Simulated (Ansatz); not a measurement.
# RbVS3 (model cell, started as cubic perovskite with V in the octahedra): relaxing the cell for a phonon run

Task: relax RbVS3 (model cell, started as cubic perovskite with V in the octahedra) tightly.

Method: DFT PBEsol, scalar-relativistic, plane waves, PAW; PAW set soft_1, in Ansatz 0.2.0.

Most raw output is cut from this account.

The structure was built from a prototype and need not be the compound's stable phase.

## 1. The structure

It takes space group Pm-3m (No. 221, cubic). The conventional cell has a = 4.665 Å, b = 4.665 Å, c = 4.665 Å, α = 90.00°, β = 90.00°, γ = 90.00°. Nearest to Rb lie 12 S at 3.30 Å. V has 6 S at 2.33 Å nearest. Nearest to S lie 2 V at 2.33 Å and 4 Rb at 3.30 Å. Farther neighbours and most contacts between anions are not listed.

## 2. A coarse first look

First a cheap look: the gap decides the mesh and the occupations, the pressure tells how far the cell has to move.

input.yaml reads:

```yaml
crystal:
  lattice:
    - [4.6648, 0.0, 0.0]
    - [0.0, 4.6648, 0.0]
    - [0.0, 0.0, 4.6648]
  atoms:
    - { symbol: Rb, position: [0.0, 0.0, 0.0] }
    - { symbol: V, position: [0.5, 0.5, 0.5] }
    - { symbol: S, position: [0.5, 0.5, 0.0] }
    - { symbol: S, position: [0.5, 0.0, 0.5] }
    - { symbol: S, position: [0.0, 0.5, 0.5] }
kpoints:
  mp_grid: { grid: [4, 4, 4] }
hamiltonian:
  xc: pbesol
  pseudopotentials: { kind: paw, azcp: { folder: soft_1 }, xc_functional: pbe }
scf:
  occupations: { method: gaussian, width: 0.1 }
output:
  forces: true
  stress: true
  eigenvalues: true
```

Started as:

```
$ ansatz run input.yaml --threads 4 --pin off --max-ram 16384MiB --backend cpu --events-out ev --progress --plain --runs-dir out
```

Elapsed: 1.2 s, on 4 threads of Arm Neoverse V1, shared host; peak memory 0.3 GiB.

This step gave:

```yaml
pressure: -1.310 GPa
volume_per_atom: 20.30 Å³
gap_on_the_k_mesh: 0 eV
```

The coarse mesh shows no gap and a pressure of -1.3 GPa.

## 3. Relaxation

The cell and atoms are relaxed, since residual forces and stress would shift the frequencies.

Edit input.yaml of step 2 so:

```diff
@@ -12,3 +12,3 @@
 kpoints:
-  mp_grid: { grid: [4, 4, 4] }
+  mp_grid: { grid: [8, 8, 8] }
 hamiltonian:
@@ -22 +22,6 @@
   eigenvalues: true
+relax:
+  adjacent_minimum: "off"
+  f_tol: 0.005
+  max_steps: 80
+  cell: { stress_tol: 0.05 }
```

The job ended after 5.4 s (4 threads; peak memory 0.41 GiB; 20 s of CPU time).

Step by step:

| step | energy less that of the first step (eV) | largest force component (eV/Å) | pressure (GPa) | volume (Å³) |
| --- | --- | --- | --- | --- |
| 1 | 0.0000 | 0.0000 | -1.08 | 101.51 |
| 2 | -0.0050 | 0.0000 | -0.22 | 100.36 |
| 3 | -0.0053 | 0.0000 | 0.01 | 100.07 |
| 4* | -0.0049 | 0.0000 | 0.00 | 100.07 |

Relaxation steps marked * repeat the geometry before them on a plane-wave basis chosen anew for their cell, so energy and pressure can jump there.

The run keeps the 48 symmetry operations that it works with, so distortions that break them were not tested.

| conventional cell, symmetrised | before | after | change |
| --- | --- | --- | --- |
| a (Å) | 4.665 | 4.643 | -0.5 % |
| b (Å) | 4.665 | 4.643 | -0.5 % |
| c (Å) | 4.665 | 4.643 | -0.5 % |
| volume (Å³/atom) | 20.30 | 20.01 | -1.4 % |

This step gave:

| Quantity | Value |
| --- | --- |
| pressure | 0.004735 GPa |
| volume per atom | 20.01 Å³ |

In this step the volume went from 20.30 to 20.01 Å³/atom.

## 4. Relaxing to small forces for the phonons

Phonons need a cell at rest on their own settings, so the relaxation is repeated with tight tolerances on forces and stress on the k mesh and occupations of the first response run.

input.yaml, the sections that differ from step 3:

```yaml
crystal:
  lattice:
    - [4.6426622666, 0.0, 0.0]
    - [0.0, 4.6426622666, 0.0]
    - [0.0, 0.0, 4.6426622666]
  atoms:
    - { symbol: Rb, position: [0.0, 0.0, 0.0] }
    - { symbol: V, position: [0.5, 0.5, 0.5] }
    - { symbol: S, position: [0.5, 0.5, 0.0] }
    - { symbol: S, position: [0.5, 0.0, 0.5] }
    - { symbol: S, position: [0.0, 0.5, 0.5] }
scf:
  occupations: { method: methfessel_paxton, width: 0.2 }
relax:
  adjacent_minimum: "off"
  f_tol: 0.001
  max_steps: 60
  cell: { stress_tol: 0.01 }
# kpoints, hamiltonian, output: as in step 3
```

The job ended after 3.8 s (4 threads; peak memory 0.38 GiB).

Little changed from the start: no atom moved by 0.005 Å and no cell edge by 0.1 %.

Numbers from this step:

| Quantity | Value |
| --- | --- |
| pressure | 0.006418 GPa |

The forces vanish by symmetry and the pressure is 0.006 GPa, within the tolerances set. The cell now holds 20.01 Å³/atom.

## 5. Summary of results

| Quantity | Value |
| --- | --- |
| space group after relaxation (within 0.01 Å) | Pm-3m |
| lattice constant a | 4.643 Å |
| lattice constant b | 4.643 Å |
| lattice constant c | 4.643 Å |
| volume per atom | 20.0 Å³ |

The forces vanish by symmetry and the pressure is 0.006 GPa, within the tolerances set. The cell now holds 20.01 Å³/atom. The relaxation keeps the symmetry of its start, so it says nothing on stability against lower symmetry. The runs are without spin polarisation, although V often carries a moment. The PAW files were made for PBE and serve the other functionals too. The starting cell was built on a prototype and not taken from a measurement, so the phase need not exist.

[Logs are printed without paths, hosts, clocks, repeated set-up lines and the standing remarks that a program may print on its own settings, such as how far it seeks lower states.]

[Hosts, paths, dates, database ids (printed as entryN), source tags and the programs' standing remarks are cut or masked in the printed files.]
